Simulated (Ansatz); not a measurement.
# BaH2 (Pnma): converging the G0W0 gap, part 2 of 2

How do accuracy and time trade against each other in G0W0 on BaH2 (Pnma)?

Ansatz 0.2.0; G0W0 on LDA, plane waves, PAW; PAW set soft_1. Known limits of the many-body steps: not at the basis limit; no spin-orbit coupling; coarse k mesh.

So far. Step 4 (1022 empty bands, screening to 160 eV): Against the run with 2×4×2 mesh, 475 empty bands, screening to 96 eV, PAW set soft_1 files, the gap moves by +0.06 eV.

## 5. Changing the frequency model: 2×4×2 mesh, 1022 empty bands, screening to 160 eV, plasmon pole, PAW set soft_1 files

A plasmon pole stands in for the full frequency dependence of the screening; this run shows what that costs in accuracy.

input.yaml reads:

```yaml
crystal:
  lattice:
    - [6.792, 0.0, 0.0]
    - [0.0, 4.168, 0.0]
    - [0.0, 0.0, 7.858]
  atoms:
    - { symbol: Ba, position: [0.26029, 0.25, 0.88863] }
    - { symbol: Ba, position: [0.23971, 0.75, 0.38863] }
    - { symbol: Ba, position: [0.76029, 0.25, 0.61137] }
    - { symbol: Ba, position: [0.73971, 0.75, 0.11137] }
    - { symbol: H, position: [0.043, 0.25, 0.174] }
    - { symbol: H, position: [0.457, 0.75, 0.674] }
    - { symbol: H, position: [0.543, 0.25, 0.326] }
    - { symbol: H, position: [0.957, 0.75, 0.826] }
    - { symbol: H, position: [0.646, 0.25, 0.9135] }
    - { symbol: H, position: [0.854, 0.75, 0.4135] }
    - { symbol: H, position: [0.146, 0.25, 0.5865] }
    - { symbol: H, position: [0.354, 0.75, 0.0865] }
kpoints:
  mp_grid: { grid: [2, 4, 2] }
hamiltonian:
  xc: lda
  pseudopotentials: { kind: paw, azcp: { folder: soft_1 }, xc_functional: pbe }
scf:
  occupations: { method: fixed }
gw:
  n_empty_bands: 1022
  ecut_chi: 160.0
  qp_bands: [v4, c4]
  qp_kpoints: band_edges
  screening: { model: godby_needs }
```

Launch:

```bash
ansatz run input.yaml --threads 3 --pin off --max-ram 92160MiB --backend cuda --events-out ev --progress --plain --runs-dir out --devices 1 --max-vram 13GiB
```

Numbers of over 12 decimals in the logs are rounded to 6 here.

Log:

```text
GPUs: using 1 of 1 available (devices: 1).
[...]
GPU FFT provider: cuFFT
GPU libraries: cuBLAS 13.8.2, cuFFT 12.4.0, cuSOLVER 12.3.4
Crystal: 12 atoms, lattice volume = 222.453 Å³
Basis set: ecut = 420 eV, 4329 PW (Γ)
Bands: 36, of which v1, the nominal top of the filled ones, is band 24 counted from 1 (23 counted from 0)
Symmetry: 8 space group operations
[...]
k-points: 12 of 16
[...]
0    28      8.8049    -5.5847    -4.2464   -10.7257  0.8065     9.7069     9.6995  root
[...]
11    25      7.8340    -5.3270    -3.9369    -9.9903  0.8092     8.5649     8.5604  root
    11    26      7.8340    -5.3270    -3.9369    -9.9903  0.8092     8.5649     8.5604  root
    11    27      7.8340    -5.3270    -3.9369    -9.9903  0.8092     8.5649     8.5604  root
    11    28      7.8340    -5.3270    -3.9369    -9.9903  0.8092     8.5649     8.5604  root
[key lines of the parts left out:]
SCF converged after 7 iterations
Free energy (F): -23250.178887 eV
Fermi energy:    4.506944 eV
```

Run time: 84 s. Hardware: 1 × NVIDIA H100 80GB HBM3 (shared by 6 runs) with 3 threads of AMD EPYC 7R13 (Zen 3), shared host; peak memory 4.8 GiB; 2.7 min of CPU time.

This step gave:

| Property | Result |
| --- | --- |
| bands summed | 1046 |
| plasmon-pole fit frequency | 17.25 eV |
| RPA ε∞ on this mesh (eigenvalues) | 3.987, 4.322, 4.439 |
| plane waves in the screening matrix | 1019 |
| G0W0 gap on the mesh | 4.620 eV |
| k of the valence top | 0, 0, 0 |
| k of the conduction bottom | -0.5, 0.25, 0 |
| starting gap on the mesh | 2.797 eV |
| least direct G0W0 gap on the computed points | 5.093 eV |

Against the run with 2×4×2 mesh, 1022 empty bands, screening to 160 eV, PAW set soft_1 files, the gap moves by +0.04 eV.

## 6. Changing the files and raising the bands: 2×4×2 mesh, 1515 empty bands, screening to 208 eV, hard PAW files

Other atomic data (hard PAW) test the pseudisation: the cutoff goes from 420 to 800 eV, with the same valence electrons. Bands and screening cutoff change too, so the step is no clean test of the files.

This step: G0W0 on LDA, plane waves, PAW.

Edit input.yaml of step 5 so:

```diff
@@ -22,3 +22,3 @@
   xc: lda
-  pseudopotentials: { kind: paw, azcp: { folder: soft_1 }, xc_functional: pbe }
+  pseudopotentials: { kind: paw, source: ansatz }
 scf:
@@ -26,6 +26,6 @@
 gw:
-  n_empty_bands: 1022
-  ecut_chi: 160.0
+  n_empty_bands: 1515
+  ecut_chi: 208.0
   qp_bands: [v4, c4]
   qp_kpoints: band_edges
-  screening: { model: godby_needs }
+  screening: { model: contour_deformation }
```

Log:

```text
GPUs: using 1 of 1 available (devices: 1).
[...]
GPU FFT provider: cuFFT
GPU libraries: cuBLAS 13.8.2, cuFFT 12.4.0, cuSOLVER 12.3.4
Crystal: 12 atoms, lattice volume = 222.453 Å³
Basis set: ecut = 800 eV, 11433 PW (Γ)
Bands: 36, of which v1, the nominal top of the filled ones, is band 24 counted from 1 (23 counted from 0)
Symmetry: 8 space group operations
[...]
k-points: 12 of 16
[...]
0    28      8.8643    -5.5861    -4.3745   -10.7275  0.7845     9.6428     9.6311  root
[...]
11    25      7.8921    -5.3273    -4.0260    -9.9914  0.7903     8.5371     8.5302  root
    11    26      7.8921    -5.3273    -4.0260    -9.9914  0.7903     8.5371     8.5302  root
    11    27      7.8921    -5.3273    -4.0260    -9.9914  0.7903     8.5371     8.5302  root
    11    28      7.8921    -5.3273    -4.0260    -9.9914  0.7903     8.5371     8.5302  root
[key lines of the parts left out:]
SCF converged after 7 iterations
Free energy (F): -23192.893932 eV
Fermi energy:    4.564679 eV
```

Wall time 2.4 min (1 × NVIDIA H100 80GB HBM3 (shared by 6 runs) with 3 threads); peak memory 8.6 GiB.

Numbers from this step:

| Property | Result |
| --- | --- |
| bands summed | 1539 |
| RPA ε∞ on this mesh (eigenvalues) | 3.985, 4.319, 4.437 |
| plane waves in the screening matrix | 1513 |
| G0W0 gap on the mesh | 4.587 eV |
| k of the valence top | 0, 0, 0 |
| k of the conduction bottom | -0.5, 0.25, 0 |
| starting gap on the mesh | 2.798 eV |
| least direct G0W0 gap on the computed points | 5.060 eV |

Against the run with 2×4×2 mesh, 1022 empty bands, screening to 160 eV, PAW set soft_1 files, the gap moves by +0.008 eV.

## 7. Convergence and cost

Times are wall times on 1 × NVIDIA H100 80GB HBM3 (shared by 6 runs) with 3 threads of AMD EPYC 7R13 (Zen 3), shared host, good to a factor of about two.

```tsv
mesh	files	frequency	bands summed	cutoff (eV)	start (eV)	G0W0 (eV)	time	host memory (GiB)
2×4×2	PAW set soft_1	contour deformation	191	48	2.797	4.403	19 s	1.3
2×4×2	PAW set soft_1	contour deformation	499	96	2.797	4.516	24 s	2.0
2×4×2	PAW set soft_1	contour deformation	1046	160	2.797	4.579	51 s	3.8
2×4×2	PAW set soft_1	plasmon pole	1046	160	2.797	4.620	84 s	4.8
2×4×2	hard PAW	contour deformation	1539	208	2.798	4.587	2.4 min	8.6
```

The parts of the quasiparticle energy at the two band edges (eV; QP = start + Σx + Σc − Vxc):

```tsv
run	edge	start	Σx	Σc	Vxc	Z	QP
191 bands	valence top	4.51	-14.18	2.30	-11.24	0.76	3.87
191 bands	conduction bottom	7.30	-5.04	-3.64	-9.65	0.80	8.28
499 bands	valence top	4.51	-14.18	1.98	-11.24	0.75	3.55
499 bands	conduction bottom	7.30	-5.04	-3.85	-9.65	0.80	8.07
1046 bands	valence top	4.51	-14.18	1.85	-11.24	0.75	3.42
1046 bands	conduction bottom	7.30	-5.04	-3.92	-9.65	0.80	8.00
```

## 8. Results

```json
{
  "191 bands, 48 eV": "4.403 eV",
  "499 bands, 96 eV": "4.516 eV",
  "1046 bands, 160 eV": "4.579 eV",
  "estimated limit in bands and cutoff": "4.64 eV",
  "mesh and start": "2×4×2, LDA"
}
```

What this shows: A line in one over the bands through the two highest rungs gives 4.64 eV, +0.06 eV from the top rung; the pair below gives 4.59 eV, so the estimate is still climbing. The rungs stand 0.23 eV (191 bands), 0.12 eV (499 bands) and 0.06 eV (1046 bands) from it. From 191 to 1046 bands the gap moves by +0.18 eV while the time grows 2.7-fold. Σc changes by −0.46 eV at the valence top and −0.28 eV at the conduction bottom, so the levels themselves move more than the gap between them. The plasmon-pole model gives +0.04 eV against contour deformation, 2 % of the correction, and saved no time in this program. With hard PAW files and 1539 bands the gap is 4.59 eV; the line for the PAW set soft_1 files gives 4.60 eV at that count, a difference of −0.01 eV that holds the line's own error too. The cheapest rung within 0.1 eV of this estimate is that with 1046 bands (51 s). The 2×4×2 mesh misses a band edge: over a band path and its finer mesh (run apart) the LDA gap is 2.63 eV, so the G0W0 gap over the zone may lie about 0.17 eV below its value on the mesh. The 2×4×2 mesh is coarse for this cell (its supercell is 14 Å along the shortest edge). The RPA ε∞ on it, from the LDA start, is 3.99, 4.32 and 4.44; such meshes misread the long-range screening, most where the gap is narrow. The many-body steps are scalar-relativistic: spin-orbit coupling is not in them.

[Paths, hosts, dates, memory and timing lines, banners, echoed tables and standing remarks are left out of the program output.]

[Logs are printed without paths, hosts, clocks, repeated set-up lines and the standing remarks that a program may print on its own settings, such as how far it seeks lower states.]

[Runs of the session that timed out or met a known fault of the program may be left out.]

[Cells called generated may have been cut or substituted from an entry of the Crystallography Open Database or the Materials Project.]

[Hosts, paths, dates, database ids (printed as entryN), source tags and the programs' standing remarks are cut or masked in the printed files.]
